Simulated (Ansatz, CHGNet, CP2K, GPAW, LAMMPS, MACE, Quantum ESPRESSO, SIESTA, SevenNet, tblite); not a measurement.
# Glassy 69SiO2-19Al2O3-6SrO-6Li2O (mol %) (106 atoms): other programs against plane waves

Aim: forces, pressure and gap of glassy 69SiO2-19Al2O3-6SrO-6Li2O (mol %) (106 atoms) at one geometry, from other programs and methods, against plane-wave PBE.

Results are calculated, not measured.

## (1) The cell

The cell holds 106 atoms (22 Si, 12 Al, 2 Sr, 4 Li and 66 O), with edges of 10.59, 10.59 and 10.59 Å. Recipe: 106 atoms (22 Si, 12 Al, 2 Sr, 4 Li, 66 O) placed at random at 3.07 g/cm³, melted at 4000 K for 10 ps at fixed volume with the Morse and Coulomb pair potential with partial charges (Pedone, Malavasi, Menziani, Cormack and Segre, J. Phys. Chem. B 110, 11780 (2006)). Quenched from 4000 K to 300 K at 50 K/ps and fixed volume, held 5 ps. The density is 3.07 g/cm³.

## (2) The reference input

Quantum ESPRESSO 7.5: Kohn-Sham DFT, PBE, SSSP efficiency 1.3.0 pseudopotentials, plane waves. Its input, pw.in:

```
&control
  calculation = 'scf'
  pseudo_dir = './pseudo'
  outdir = './tmp'
  disk_io = 'none'
  tprnfor = .true.
  tstress = .true.
/
&system
  ibrav = 0
  nat = 106
  ntyp = 5
  ecutwfc = 60
  ecutrho = 480
  nosym = .true.
  occupations = 'smearing'
  smearing = 'fd'
  degauss = 0.003675
/
&electrons
  conv_thr = 5.3e-07
  electron_maxstep = 100
  mixing_beta = 0.4
  mixing_mode = 'plain'
  diagonalization = 'david'
/
ATOMIC_SPECIES
Si 28.085 Si.upf
Al 26.982 Al.upf
Sr 87.620 Sr.upf
Li 6.940 Li.upf
O 15.999 O.upf
CELL_PARAMETERS angstrom
10.59320 0.00000 0.00000
0.00000 10.59320 0.00000
0.00000 0.00000 10.59320
ATOMIC_POSITIONS crystal
Si 0.74727 0.68179 0.16106
Si 0.13317 0.38035 0.42581
Si 0.36192 0.91756 0.71849
Si 0.75252 0.97896 0.52865
[... 100 atom lines left out ...]
O 0.38515 0.60480 0.59984
O 0.36551 0.58114 0.90232
K_POINTS gamma
```

```console
$ OMP_NUM_THREADS=1 mpirun -np 4 pw.x -in pw.in > output.txt
```

Run time: 4.2 min. Hardware: 4 MPI ranks of Arm Neoverse V1, shared host; peak memory 4 GiB.

It converged with an r.m.s. force component of 1.4 eV/Å and a pressure of 7.1 GPa.

Its highest filled and lowest empty levels lie 3.29 eV apart on its k-points.

## (3) The other programs

- CHGNet: machine-learned potential, published weights.
- CP2K 2026.2: Gaussian basis with GTH pseudopotentials and a plane-wave density; labels give functional, basis (MOLOPT sets; SR short-range, UZH the newer set with its own potentials), grid cutoff/relative cutoff and solver (OT: orbital transformation; TRS4, TC2, SIGN: linear-scaling purification with its sparsity filter), or its built-in tight binding.
- GPAW 26.7.0: PAW with atomic orbitals (LCAO), plane waves or a real-space grid of spacing h.
- MACE: machine-learned potential, published weights.
- Quantum ESPRESSO 7.5: plane waves; labels (QE) give functional, pseudopotential set and cutoffs of waves/density.
- SIESTA 5.4.2: numerical atomic orbitals, whose automatically made sets are far from complete, with PseudoDojo norm-conserving potentials that we converted to its format (checked against plane waves on the same files for H, C, O, Si, Ge and Ca alone); labels give functional, basis size, energy shift and mesh cutoff.
- SevenNet: machine-learned potential, published weights.
- tblite 0.8.0: extended tight binding, driven from Python.

All use the same cell and atoms, and the electronic-structure runs the same k-mesh.

## (4) All runs compared

Differences are against the reference: forces as r.m.s. over components, share as that over the reference's r.m.s. force, slope as the fitted ratio of a run's forces to the reference's.

```csv
run,"Δ force, r.m.s. (meV/Å)",share (%),slope,Δ pressure (GPa),Δ gap (eV),cores,CPU time,memory (GiB)
reference,-,-,-,-,-,4,17 min,4
CHGNet 0.3.0 potential,140,10.2,0.979,-0.653,-,1,4.5 s,1.7
"CP2K PBE, DZVP-MOLOPT-SR, 1120/50 Ry, OT DIIS",98.5,7.18,0.992,-0.309,-0.133,4,16 min,5.7
"CP2K PBE, DZVP-MOLOPT-SR, 280/50 Ry, OT DIIS (coarse)",155,11.3,0.987,-0.0233,-0.131,2,9.1 min,0.94
"CP2K PBE, DZVP-MOLOPT-SR, 800/50 Ry, OT DIIS",98.6,7.18,0.992,-0.309,-0.133,4,13 min,4.5
"CP2K PBE, SZV-MOLOPT-SR, 800/50 Ry, OT DIIS (coarse)",1037,75.6,1.353,23.4,-0.945,2,8.6 min,2.6
"CP2K PBE, SZV-MOLOPT-SR, 800/50 Ry, TRS4 filter 1e-03, SCF 1e-04 (coarse)",1055,76.9,1.341,25.1,-,2,97 s,2.6
"CP2K PBE, SZV-MOLOPT-SR, 800/50 Ry, TRS4 filter 1e-05, SCF 1e-06 (coarse)",1044,76.1,1.356,23.5,-,2,1.7 min,2.6
"CP2K PBE, SZV-MOLOPT-SR, 800/50 Ry, TRS4 filter 1e-06, SCF 1e-06 (coarse)",1044,76.1,1.356,23.5,-,2,1.8 min,2.6
"GPAW PBE, LCAO dzp, h 0.18 Å",312,22.8,1.133,-,-0.197,2,5.6 min,2.3
"GPAW PBE, LCAO sz(dzp), h 0.18 Å (coarse)",1051,76.6,1.305,-,-0.827,1,85 s,1.5
"GPAW PBE, grid h 0.2 Å",119,8.68,1.054,-,0.0387,2,8.8 min,2.3
MACE MP-0b2 small potential,101,7.36,0.967,-0.334,-,1,7 s,0.69
"QE PBE, gbrv-1.5, 40/200 Ry",29.5,2.15,0.989,0.16,0.0147,2,6.3 min,1.5
"SIESTA PBE, DZP, shift 0.01 Ry, mesh 500 Ry",297,21.7,1.102,4.05,-0.147,4,9.1 min,3.0
"SIESTA PBE, SZ, shift 0.01 Ry, mesh 500 Ry (coarse)",1118,81.5,1.367,19.3,-0.912,1,2.1 min,1.0
"SIESTA PBE, SZ, shift 0.02 Ry, mesh 500 Ry (coarse)",993,72.4,1.344,10.2,-0.989,1,98 s,0.89
"SIESTA PBE, SZ, shift 0.02 Ry, mesh 500 Ry, orbital minimisation (coarse)",993,72.4,1.344,10.2,-,2,4.1 min,1.2
"SIESTA PBE, SZP, shift 0.01 Ry, mesh 500 Ry (coarse)",592,43.1,1.266,8.76,-0.128,2,6.4 min,2.3
SevenNet 0 potential,74.1,5.40,0.987,-0.626,-,1,9 s,1.1
tblite GFN1-xTB,729,53.2,0.876,-10.8,-,1,15 s,0.14
```

Rows marked coarse use a setting chosen to be so.

Times of the machine-learned potentials are mostly Python's start and the loading of weights.

CPU time is summed over cores on shared hosts, so it is rough.

## (5) Findings

Forces lie from 2.1 % (QE PBE, gbrv-1.5, 40/200 Ry) to 81 % (SIESTA PBE, SZ, shift 0.01 Ry, mesh 500 Ry, coarse) of the reference's r.m.s. force of 1.4 eV/Å away from it. Other PBE runs on plane waves or a grid: GPAW PBE, grid h 0.2 Å 8.7 % and QE PBE, gbrv-1.5, 40/200 Ry 2.1 % of the r.m.s. force; the reference has errors of its own, so differences under a few per cent don't tell which side is nearer the exact PBE result. The PBE runs in local orbitals, coarse settings apart, differ by 7.2 % (CP2K PBE, DZVP-MOLOPT-SR, 1120/50 Ry, OT DIIS) to 23 % (GPAW PBE, LCAO dzp, h 0.18 Å); basis, grid and potentials can all enter. Tight binding differs by 53 % (tblite GFN1-xTB); it is another model, with fitted parameters of its own, and the xTB methods hold dispersion.

Machine-learned potentials differ by 5.4 % (SevenNet 0 potential) to 10 % (CHGNet 0.3.0 potential); they were trained on other programs' data. Runs with settings chosen to be coarse differ by 11 % (CP2K PBE, DZVP-MOLOPT-SR, 280/50 Ry, OT DIIS) to 81 % (SIESTA PBE, SZ, shift 0.01 Ry, mesh 500 Ry), their programs' other errors included. SIESTA PBE, SZP, shift 0.01 Ry, mesh 500 Ry stiffens the forces by a factor of 1.27 while following their directions (correlation 0.966). From CP2K PBE, DZVP-MOLOPT-SR, 280/50 Ry, OT DIIS to the finer CP2K PBE, DZVP-MOLOPT-SR, 1120/50 Ry, OT DIIS the share falls from 11 to 7.2 %. Pressures at PBE, coarse settings apart, lie -0.31 to +4.05 GPa from the reference's. Gaps at PBE, coarse settings apart, lie -0.20 to +0.04 eV from the reference's. A pressure off by over 25 GPa (CP2K PBE, SZV-MOLOPT-SR, 800/50 Ry, TRS4 filter 1e-03, SCF 1e-04) is no usable stress for this cell.

Caveats: Periodic xTB results under one method name differ between programs and library versions. The potentials hold different valence shells: 552 electrons in the reference, 544 in GPAW; this bears on time and differences. The reference's pressure holds the uncorrected Pulay stress of its 60 Ry basis, so small pressure differences, may be the reference's own error. Machine-learned potentials mimic data converged in k, so the reference's own k-point error enters their differences. The quench rate of 50 K/ps is many orders above laboratory rates, so the cell is likely richer in defects and strain than a real sample. The network of bonds at the start is that of the classical potential that made the cell, and needn't be the one that DFT or experiment would give. The reference's stress is far from hydrostatic: its diagonal is 6.0, 9.2, 6.0 GPa, compression counted positive. The electronic-structure runs sample only Γ, in a cell whose shortest periodic width is 11 Å. Where levels are smeared, the DFT runs use Fermi–Dirac occupations at 580 K (0.05 eV), and energies are free energies. The reference's cutoffs and mesh weren't converged further here.

[Long decimals in the printed logs are rounded to 6 places.]

[Logs are printed without paths, hosts, clocks, repeated set-up lines and the standing remarks that a program may print on its own settings, such as how far it seeks lower states.]

[Hosts, paths, dates, database ids (printed as entryN), source tags and the programs' standing remarks are cut or masked in the printed files.]

[Only finished runs are shown, without SIESTA runs on faulty potentials for Cu, Fe, Ni or Zn; cells were taken only where this reference lay near another plane-wave run.]
